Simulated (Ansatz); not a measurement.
# YLuSeO2: complex band structure, part 3 of 4

Aim: relax a made-up compound, YLuSeO2, and see how good a tunnel barrier it would be. It is built by putting Y for part of the Lu in the Lu2SeO2 structure of space group P-3m1, with the volume rescaled by atomic radii. The parent structure comes from the Materials Project.

Ansatz 0.2.0; PBEsol DFT, plane waves, PAW files (the session's first sound run).

So far, gap on path (eV): step 3 (band edges) 2.04.

The structure was built from a prototype and need not be the compound's stable phase.

**5. Decaying states in the gap, plane (001), k-mesh 8×8×4**

Level of this step: PBEsol DFT, plane waves, PAW files; complex bands by layer matching along the plane's normal (Ansatz).

The same for the (001) plane, at (0, 0), (0.3333, -0.3333) and (0.5, 0), to see how the decay depends on direction.

input.yaml

```yaml
crystal:
  lattice:
    - [3.758620252, 0.0, 0.0]
    - [1.879310126, 3.255060621, 0.0]
    - [0.0, 0.0, 6.690612107]
  atoms:
    - { symbol: Lu, position: [0.6666666667, 0.6666666667, 0.2917458019] }
    - { symbol: "Y", position: [0.3333333333, 0.3333333333, 0.7100662852] }
    - { symbol: Se, position: [0.0, 0.0, 0.0044091837] }
    - { symbol: O, position: [0.6666666667, 0.6666666667, 0.6230350393] }
    - { symbol: O, position: [0.3333333333, 0.3333333333, 0.3707436899] }
kpoints:
  mp_grid: { grid: [8, 8, 4] }
scf:
  occupations: { method: fixed }
hamiltonian:
  xc: pbesol
output:
  eigenvalues: true
  transmission:
    leads: [[0, 0]]
    kpoints: [[0.0, 0.0], [0.3333, -0.3333], [0.5, 0.0]]
    e_range: [-1.0, 3.04]
    de: 0.07
```

Command:

```
$ ansatz run input.yaml --threads 2 --pin off --max-ram 4096MiB --backend cpu --events-out ev --progress --plain --runs-dir out
```

Numbers of over 12 decimals in the logs are rounded to 6 here.

Log:

```text
[...]
Crystal: 5 atoms, lattice volume = 81.857 Å³
Basis set: ecut = 420 eV, 1607 PW (Γ)
Bands: 39, of which v1, the nominal top of the filled ones, is band 32 counted from 1 (31 counted from 0)
Symmetry: 6 space group operations
[...]
k-points: 35 of 256 (time reversal used)
[...]
SCF iter   1: F=—  HF=-24963.076126 eV  |F-HF|=—  |Δ(HF+E_count)|=         —  Δρ=1.30e-2  dr2=1.24e-1  ethr=1.77e-3  ⟨swp⟩=5.4  Hψ=5128  notcnv=0  defer=129
[...]
SCF iter   9: F=-24963.045834 eV  HF=-24963.045834 eV  |F-HF|=4.01e-9  |Δ(HF+E_count)|=   4.20e-8  Δρ=5.66e-6  dr2=2.65e-8  ethr=1.56e-10  ⟨swp⟩=11.4  Hψ=6559  notcnv=0
SCF 1 converged in 9 iterations: F = -24963.045834 eV  dr2 = 2.65e-8
[...]
transmission: 11 of 33 steps passed
transmission: 22 of 33 steps passed
transmission: 33 of 33 steps passed
SCF converged after 9 iterations
Free energy (F): -24963.045834 eV
[...]
Internal energy: -24963.045834 eV  (E = F + TS)
E sigma→0 (E₀):  -24963.045834 eV
Fermi energy:    12.125365 eV
[...]
--- Band table (eV; the first three rows and the last of 35) ---
  k-point 0: bands = [... 28 lower, 8.7448, 11.1633, 12.0295, 12.0295, 14.2524, 15.8300, 15.8300, 16.3984, ... 3 higher]
  k-point 1: bands = [... 28 lower, 8.9495, 10.6592, 12.0759, 12.0759, 14.6469, 16.0047, 16.0047, 16.4630, ... 3 higher]
  k-point 2: bands = [... 28 lower, 9.5370, 9.8459, 12.1254, 12.1254, 15.2302, 16.0096, 16.2754, 16.2754, ... 3 higher]
  k-point 34: bands = [... 28 lower, 9.6406, 9.8513, 10.1412, 10.4869, 14.9117, 15.5600, 16.3476, 16.9618, ... 3 higher]
--- Transmission ---
  basis      : 109 plane waves across, 11 finite elements along
  points     : 3, as listed
[...]
crystal 0  : Se1Lu1O2Y1, at the sites [0, 0], period 6.6906 Å: whole cells are its period
[...]
channels       : 0.000000e0 a spin
[...]
slowest decay  : 0.2665 /Å at (0.0000, 0.0000)
```

Elapsed: 9.4 s, on 2 threads of AMD EPYC 9R45, shared host; peak memory 0.52 GiB.

Numbers from this step:

```yaml
free_energy: -24963.0458 eV
decay_constant_at_the_filling_level_zone_centre: 0.2665 Å⁻¹
decay_constant_at_the_filling_level_slowest_listed_point: 0.2665 Å⁻¹
```

K parallel (0, 0); values up to 1.5 1/Å, a degenerate pair printed once or twice; energies at which all values exceed this have no row. Im kz of the slowest decaying states against energy, zero at the highest filled level on the SCF mesh:

| energy (eV) | decay 1 (Å⁻¹) | decay 2 (Å⁻¹) | decay 3 (Å⁻¹) | decay 4 (Å⁻¹) |
| --- | --- | --- | --- | --- |
| -1.00 | 0.647 | 0.783 | - | - |
| -0.79 | 0.123 | 0.622 | 0.770 | - |
| -0.58 | 0.175 | 0.549 | 0.632 | 0.757 |
| -0.37 | 0.210 | 0.426 | 0.665 | 0.744 |
| -0.23 | 0.227 | 0.320 | 0.673 | 0.735 |
| -0.02 | 0.247 | 0.677 | 0.721 | - |
| 0.19 | 0.260 | 0.320 | 0.676 | 0.707 |
| 0.40 | 0.269 | 0.397 | 0.671 | 0.692 |
| 0.61 | 0.273 | 0.438 | 0.664 | 0.677 |
| 0.82 | 0.272 | 0.462 | 0.654 | 0.661 |
| 0.96 | 0.269 | 0.473 | 0.646 | 0.650 |
| 1.17 | 0.260 | 0.485 | 0.633 | 0.634 |
| 1.38 | 0.244 | 0.492 | 0.617 | 0.618 |
| 1.59 | 0.219 | 0.495 | 0.600 | 0.601 |
| 1.80 | 0.181 | 0.495 | 0.580 | 0.584 |
| 2.01 | 0.114 | 0.493 | 0.558 | 0.567 |
| 2.22 | 0.488 | 0.524 | 0.532 | 0.578 |
| 2.36 | 0.484 | 0.488 | 0.514 | 0.593 |
| 2.57 | 0.450 | 0.476 | 0.482 | 0.599 |
| 2.78 | 0.417 | 0.445 | 0.466 | 0.599 |
| 2.99 | 0.387 | 0.402 | 0.455 | 0.596 |

K parallel (0.3333, -0.3333); values up to 1.5 1/Å, a degenerate pair printed once or twice; energies at which all values exceed this have no row. The Im kz of the slowest decaying states by energy, zero at the highest filled level on the SCF mesh:

```csv
energy (eV),decay 1 (Å⁻¹),decay 2 (Å⁻¹),decay 3 (Å⁻¹),decay 4 (Å⁻¹)
-1.0000,0.271,0.319,0.468,0.865
-0.7200,0.307,0.342,0.483,0.869
-0.5100,0.328,0.355,0.488,0.870
-0.2300,0.349,0.368,0.488,0.868
-0.0200,0.362,0.376,0.483,0.865
0.2600,0.376,0.383,0.471,0.859
0.4700,0.384,0.387,0.457,0.854
0.7500,0.389,0.392,0.431,0.845
1.0300,0.389,0.396,0.396,0.834
1.2400,0.362,0.387,0.398,0.824
1.5200,0.302,0.382,0.399,0.811
1.7300,0.240,0.377,0.398,0.799
2.0100,0.0756,0.368,0.394,0.783
2.2200,0.359,0.390,0.770,0.783
2.5000,0.344,0.382,0.751,0.762
2.7800,0.0495,0.326,0.372,0.730
```

K parallel (0.5, 0); values up to 1.5 1/Å, a degenerate pair printed once or twice; energies at which all values exceed this have no row. Table of Im kz of the slowest decaying states by energy, zero at the highest filled level on the SCF mesh:

| energy (eV) | decay 1 (Å⁻¹) | decay 2 (Å⁻¹) | decay 3 (Å⁻¹) | decay 4 (Å⁻¹) |
| --- | --- | --- | --- | --- |
| -1.00 | 0.267 | 0.340 | 0.558 | 0.583 |
| -0.86 | 0.284 | 0.363 | 0.556 | 0.657 |
| -0.65 | 0.304 | 0.392 | 0.552 | 0.731 |
| -0.51 | 0.316 | 0.408 | 0.548 | 0.768 |
| -0.37 | 0.325 | 0.421 | 0.544 | 0.798 |
| -0.23 | 0.334 | 0.433 | 0.539 | 0.824 |
| -0.02 | 0.344 | 0.448 | 0.530 | 0.840 |
| 0.12 | 0.350 | 0.456 | 0.523 | 0.831 |
| 0.26 | 0.355 | 0.462 | 0.516 | 0.823 |
| 0.47 | 0.360 | 0.470 | 0.504 | 0.810 |
| 0.61 | 0.363 | 0.474 | 0.494 | 0.800 |
| 0.75 | 0.365 | 0.476 | 0.484 | 0.791 |
| 0.89 | 0.366 | 0.473 | 0.478 | 0.781 |
| 1.10 | 0.367 | 0.454 | 0.479 | 0.766 |
| 1.24 | 0.367 | 0.439 | 0.478 | 0.755 |
| 1.38 | 0.366 | 0.423 | 0.477 | 0.743 |
| 1.52 | 0.364 | 0.405 | 0.474 | 0.732 |
| 1.73 | 0.360 | 0.374 | 0.468 | 0.713 |
| 1.87 | 0.349 | 0.357 | 0.463 | 0.700 |
| 2.01 | 0.321 | 0.353 | 0.457 | 0.686 |
| 2.22 | 0.267 | 0.346 | 0.446 | 0.664 |
| 2.36 | 0.219 | 0.340 | 0.438 | 0.648 |
| 2.50 | 0.150 | 0.333 | 0.428 | 0.631 |
| 2.64 | 0.326 | 0.417 | 0.613 | 0.973 |
| 2.85 | 0.313 | 0.399 | 0.584 | 0.957 |
| 2.99 | 0.304 | 0.385 | 0.563 | 0.946 |

At the listed wavevectors the last open channel is at -0.02 eV and the next at +2.08 eV on the grid. At +1.03 eV, the grid energy nearest the filling level (the middle of the gap on the SCF mesh), the slowest state at the listed wavevectors decays with κ = 0.267 Å⁻¹, its amplitude falling by e over 3.8 Å; the first such run, plane (101), gave 0.215 Å⁻¹.

**6. Band edges at another level**

This step: PBE DFT, plane waves, PAW files (Ansatz 0.2.0).

The edges again with PBE, at the same atoms.

input.yaml

```yaml
crystal:
  lattice:
    - [3.7586202521, 0.0, 0.0]
    - [-1.879310126, 3.2550606215, 0.0]
    - [0.0, 0.0, 6.6906121068]
  atoms:
    - { symbol: Lu, position: [0.3333333333, 0.6666666667, 0.2917458019] }
    - { symbol: "Y", position: [0.6666666667, 0.3333333333, 0.7100662852] }
    - { symbol: Se, position: [0.0, 0.0, 0.0044091837] }
    - { symbol: O, position: [0.3333333333, 0.6666666667, 0.6230350393] }
    - { symbol: O, position: [0.6666666667, 0.3333333333, 0.3707436899] }
kpoints:
  mp_grid: { grid: [8, 8, 4] }
  band_path: { path: [VBM, CBM], npoints: 30 }
scf:
  occupations: { method: fixed }
hamiltonian:
  xc: pbe
output:
  eigenvalues: true
```

Log:

```text
[...]
Crystal: 5 atoms, lattice volume = 81.857 Å³
Basis set: ecut = 420 eV, 1607 PW (Γ)
Bands: 39, of which v1, the nominal top of the filled ones, is band 32 counted from 1 (31 counted from 0)
Symmetry: 6 space group operations
[...]
k-points: 35 of 256 (time reversal used)
[...]
SCF iter   1: F=—  HF=-25195.352247 eV  |F-HF|=—  |Δ(HF+E_count)|=         —  Δρ=2.29e-3  dr2=2.43e-3  ethr=1.77e-3  ⟨swp⟩=5.4  Hψ=5127  notcnv=0  defer=130
[...]
SCF iter   8: F=-25195.351489 eV  HF=-25195.351489 eV  |F-HF|=6.58e-9  |Δ(HF+E_count)|=   1.01e-7  Δρ=8.21e-6  dr2=3.95e-8  ethr=1.56e-10  ⟨swp⟩=11.6  Hψ=7221  notcnv=0
SCF 1 converged in 8 iterations: F = -25195.351489 eV  dr2 = 3.95e-8
[...]
SCF converged after 8 iterations
Free energy (F): -25195.351489 eV
[...]
Internal energy: -25195.351489 eV  (E = F + TS)
E sigma→0 (E₀):  -25195.351489 eV
Fermi energy:    12.256386 eV
[...]
--- Band table (eV; the first three rows and the last of 35) ---
  k-point 0: bands = [... 28 lower, 8.8823, 11.3050, 12.1625, 12.1625, 14.5344, 16.0452, 16.0452, 16.6686, ... 3 higher]
  k-point 1: bands = [... 28 lower, 9.1026, 10.8144, 12.2080, 12.2080, 14.9096, 16.2147, 16.2147, 16.7171, ... 3 higher]
  k-point 2: bands = [... 28 lower, 9.7029, 10.0110, 12.2564, 12.2564, 15.4528, 16.2916, 16.4708, 16.4708, ... 3 higher]
  k-point 34: bands = [... 28 lower, 9.7956, 10.0078, 10.2955, 10.6368, 15.1578, 15.7943, 16.5528, 17.1768, ... 3 higher]
```

Run time: 7.1 s. Hardware: 2 threads; peak memory 0.46 GiB.

Numbers from this step:

- free energy: -25195.3515 eV
- Fermi energy: 12.26 eV
- gap on the k-mesh: 2.278 eV
- gap on path: 2.162 eV, by band count; negative where bands overlap
- direct gap on path: 3.196 eV

Electronic bands along the path, in eV, zero at the Fermi level (highest filled level under fixed occupations); v1 is the highest filled band, c1 the lowest empty one:

| point | v4 | v3 | v2 | v1 | c1 | c2 | c3 | c4 |
| --- | --- | --- | --- | --- | --- | --- | --- | --- |
| VBM | -2.55 | -2.25 | 0.00 | 0.00 | 3.20 | 4.04 | 4.21 | 4.21 |
| halfway | -2.84 | -1.94 | -1.45 | -1.06 | 3.31 | 4.24 | 4.60 | 4.97 |
| CBM | -2.73 | -2.35 | -2.32 | -2.06 | 2.16 | 4.64 | 5.07 | 5.29 |

The searched edges give 2.16 eV, under the 2.28 eV of the mesh, which misses an edge.

For the gap on path, step 3 gave 2.04 eV; this run, with PBE, gives 2.16 eV.

**7. Complex bands at another level**

This step: PBE DFT, plane waves, PAW files; complex bands by layer matching along the plane's normal (Ansatz 0.2.0).

The complex bands at that level, over its own gap, at (0, 0) and (-0.3333, 0.3333).

input.yaml

```yaml
crystal:
  lattice:
    - [7.674080829, 0.0, 0.0]
    - [0.920450704, 3.644172979, 0.0]
    - [1.840901408, 1.47335325, 2.927035771]
  atoms:
    - { symbol: Lu, position: [0.7082541981, 0.3333333333, 0.6250791352] }
    - { symbol: "Y", position: [0.2899337148, 0.6666666667, 0.3767329519] }
    - { symbol: Se, position: [0.9955908163, 0.0, 0.0044091837] }
    - { symbol: O, position: [0.3769649607, 0.3333333333, 0.9563683726] }
    - { symbol: O, position: [0.6292563101, 0.6666666667, 0.0374103566] }
kpoints:
  mp_grid: { grid: [8, 8, 8] }
scf:
  occupations: { method: fixed }
hamiltonian:
  xc: pbe
output:
  eigenvalues: true
  transmission:
    leads: [[0, 0]]
    kpoints: [[0.0, 0.0], [-0.3333, 0.3333]]
    e_range: [-1.0, 3.16]
    de: 0.08
```

Log:

```text
[...]
Crystal: 5 atoms, lattice volume = 81.857 Å³
Basis set: ecut = 420 eV, 1607 PW (Γ)
Bands: 39, of which v1, the nominal top of the filled ones, is band 32 counted from 1 (31 counted from 0)
Symmetry: 6 space group operations
[...]
k-points: 65 of 512 (time reversal used)
[...]
SCF iter   1: F=—  HF=-25195.352340 eV  |F-HF|=—  |Δ(HF+E_count)|=         —  Δρ=2.29e-3  dr2=2.43e-3  ethr=1.77e-3  ⟨swp⟩=5.2  Hψ=9502  notcnv=0  defer=240
[...]
SCF iter   8: F=-25195.351517 eV  HF=-25195.351517 eV  |F-HF|=6.48e-10  |Δ(HF+E_count)|=   1.00e-7  Δρ=8.08e-6  dr2=3.66e-8  ethr=1.56e-10  ⟨swp⟩=11.6  Hψ=13434  notcnv=0
SCF 1 converged in 8 iterations: F = -25195.351517 eV  dr2 = 3.66e-8
[...]
transmission: 6 of 12 steps passed
transmission: 12 of 12 steps passed
SCF converged after 8 iterations
Free energy (F): -25195.351517 eV
[...]
Internal energy: -25195.351517 eV  (E = F + TS)
E sigma→0 (E₀):  -25195.351517 eV
Fermi energy:    12.256378 eV
[...]
--- Band table (eV; the first three rows and the last of 65) ---
  k-point 0: bands = [... 28 lower, 8.8823, 11.3049, 12.1625, 12.1625, 14.5344, 16.0453, 16.0453, 16.6687, ... 3 higher]
  k-point 1: bands = [... 28 lower, 9.1993, 10.9660, 11.5065, 12.0011, 15.0457, 16.1344, 16.3888, 17.1628, ... 3 higher]
  k-point 2: bands = [... 28 lower, 9.2450, 10.4737, 11.0749, 11.6197, 15.6445, 16.2963, 16.4716, 17.2147, ... 3 higher]
  k-point 64: bands = [... 28 lower, 9.7028, 10.0109, 12.2564, 12.2564, 15.4529, 16.2916, 16.4709, 16.4709, ... 3 higher]
--- Transmission ---
  basis      : 247 plane waves across, 6 finite elements along
  points     : 2, as listed
[...]
channels       : 0.000000e0 a spin
[...]
slowest decay  : 0.2247 /Å at (0.0000, 0.0000)
```

The job ended after 26 s (2 threads; peak memory 0.83 GiB; 41 s of CPU time).

This step gave:

| Quantity | Value |
| --- | --- |
| level to which the leads are filled | 1.139 eV from the Fermi level |
| decay constant at the filling level, zone centre | 0.2247 Å⁻¹ |
| decay constant at the filling level, slowest listed point | 0.2247 Å⁻¹ |

K parallel (0, 0); values up to 1.5 1/Å, a degenerate pair printed once or twice; energies at which all values exceed this have no row. The Im kz of the slowest decaying states by energy, zero at the highest filled level on the SCF mesh:

| energy (eV) | decay 1 (Å⁻¹) | decay 2 (Å⁻¹) | decay 3 (Å⁻¹) | decay 4 (Å⁻¹) |
| --- | --- | --- | --- | --- |
| -1.00 | 0.290 | 0.496 | 0.619 | 0.639 |
| -0.76 | 0.233 | 0.318 | 0.526 | 0.641 |
| -0.60 | 0.308 | 0.335 | 0.542 | 0.658 |
| -0.36 | 0.355 | 0.367 | 0.563 | 0.675 |
| -0.20 | 0.366 | 0.387 | 0.574 | 0.685 |
| -0.04 | 0.0598 | 0.146 | 0.375 | 0.397 |
| 0.04 | 0.0925 | 0.225 | 0.379 | 0.399 |
| 0.28 | 0.147 | 0.346 | 0.390 | 0.399 |
| 0.44 | 0.170 | 0.392 | 0.395 | 0.395 |
| 0.68 | 0.195 | 0.382 | 0.401 | 0.434 |
| 0.84 | 0.208 | 0.371 | 0.404 | 0.451 |
| 1.08 | 0.221 | 0.351 | 0.405 | 0.465 |
| 1.32 | 0.230 | 0.325 | 0.405 | 0.471 |
| 1.48 | 0.231 | 0.306 | 0.403 | 0.470 |
| 1.72 | 0.223 | 0.278 | 0.399 | 0.464 |
| 1.88 | 0.201 | 0.266 | 0.395 | 0.457 |
| 2.12 | 0.134 | 0.258 | 0.386 | 0.442 |
| 2.36 | 0.253 | 0.373 | 0.422 | 0.539 |
| 2.52 | 0.248 | 0.362 | 0.405 | 0.523 |
| 2.76 | 0.239 | 0.339 | 0.375 | 0.496 |
| 2.92 | 0.232 | 0.317 | 0.351 | 0.476 |
| 3.16 | 0.216 | 0.261 | 0.307 | 0.425 |

K parallel (0, 0). Re kz of states that move upwards against energy, zero at the highest filled level on the SCF mesh:

```
energy (eV)  channel 1 (Å⁻¹)  channel 2 (Å⁻¹)  channel 3 (Å⁻¹)
      -1.00           -0.763           -0.397           -0.111
      -0.84           -0.660           -0.306                -
      -0.60           -0.514           -0.217                -
      -0.44           -0.410           -0.169                -
      -0.20           -0.214          -0.0870                -
      -0.04                -                -                -
       0.20                -                -                -
       0.36                -                -                -
       0.60                -                -                -
       0.76                -                -                -
       1.00                -                -                -
       1.16                -                -                -
       1.40                -                -                -
       1.56                -                -                -
       1.80                -                -                -
       1.96                -                -                -
       2.20                -                -                -
       2.36            0.101                -                -
       2.60            0.206                -                -
       2.76            0.259                -                -
       3.00            0.333                -                -
       3.16            0.387                -                -
```

K parallel (-0.3333, 0.3333); values up to 1.5 1/Å, a degenerate pair printed once or twice; energies at which all values exceed this have no row. The Im kz of the slowest decaying states by energy, zero at the highest filled level on the SCF mesh:

```csv
energy (eV),decay 1 (Å⁻¹),decay 2 (Å⁻¹),decay 3 (Å⁻¹),decay 4 (Å⁻¹)
-1.00,0.167,0.293,0.293,0.457
-0.84,0.151,0.151,0.332,0.461
-0.68,0.243,0.243,0.371,0.371
-0.52,0.285,0.285,0.407,0.463
-0.36,0.313,0.313,0.437,0.461
-0.20,0.334,0.334,0.457,0.461
-0.04,0.351,0.351,0.451,0.481
0.20,0.370,0.370,0.440,0.505
0.36,0.380,0.380,0.430,0.517
0.52,0.387,0.387,0.419,0.527
0.68,0.393,0.393,0.406,0.536
0.84,0.390,0.398,0.398,0.542
1.00,0.372,0.401,0.401,0.547
1.16,0.352,0.402,0.402,0.549
1.32,0.329,0.403,0.403,0.550
1.48,0.301,0.401,0.401,0.550
1.64,0.268,0.399,0.399,0.547
1.80,0.228,0.395,0.395,0.544
1.96,0.173,0.389,0.389,0.539
2.20,0.377,0.377,0.530,0.530
2.36,0.367,0.367,0.523,0.523
2.52,0.354,0.354,0.514,0.514
2.68,0.338,0.338,0.485,0.485
2.84,0.319,0.319,0.452,0.452
3.00,0.294,0.294,0.415,0.415
3.16,0.262,0.262,0.370,0.370
```

At the listed wavevectors the last open channel is at -0.12 eV and the next at +2.20 eV on the grid. At +1.16 eV, the grid energy nearest the filling level (the middle of the gap on the SCF mesh), the slowest state at the listed wavevectors decays with κ = 0.225 Å⁻¹, its amplitude falling by e over 4.5 Å; the first such run, plane (101), gave 0.216 Å⁻¹ over as many of its listed wavevectors.

(Continued in part 4 of 4.)

[Logs are printed without paths, hosts, clocks, repeated set-up lines and the standing remarks that a program may print on its own settings, such as how far it seeks lower states.]

[Hosts, paths, dates, database ids (printed as entryN), source tags and the programs' standing remarks are cut or masked in the printed files.]
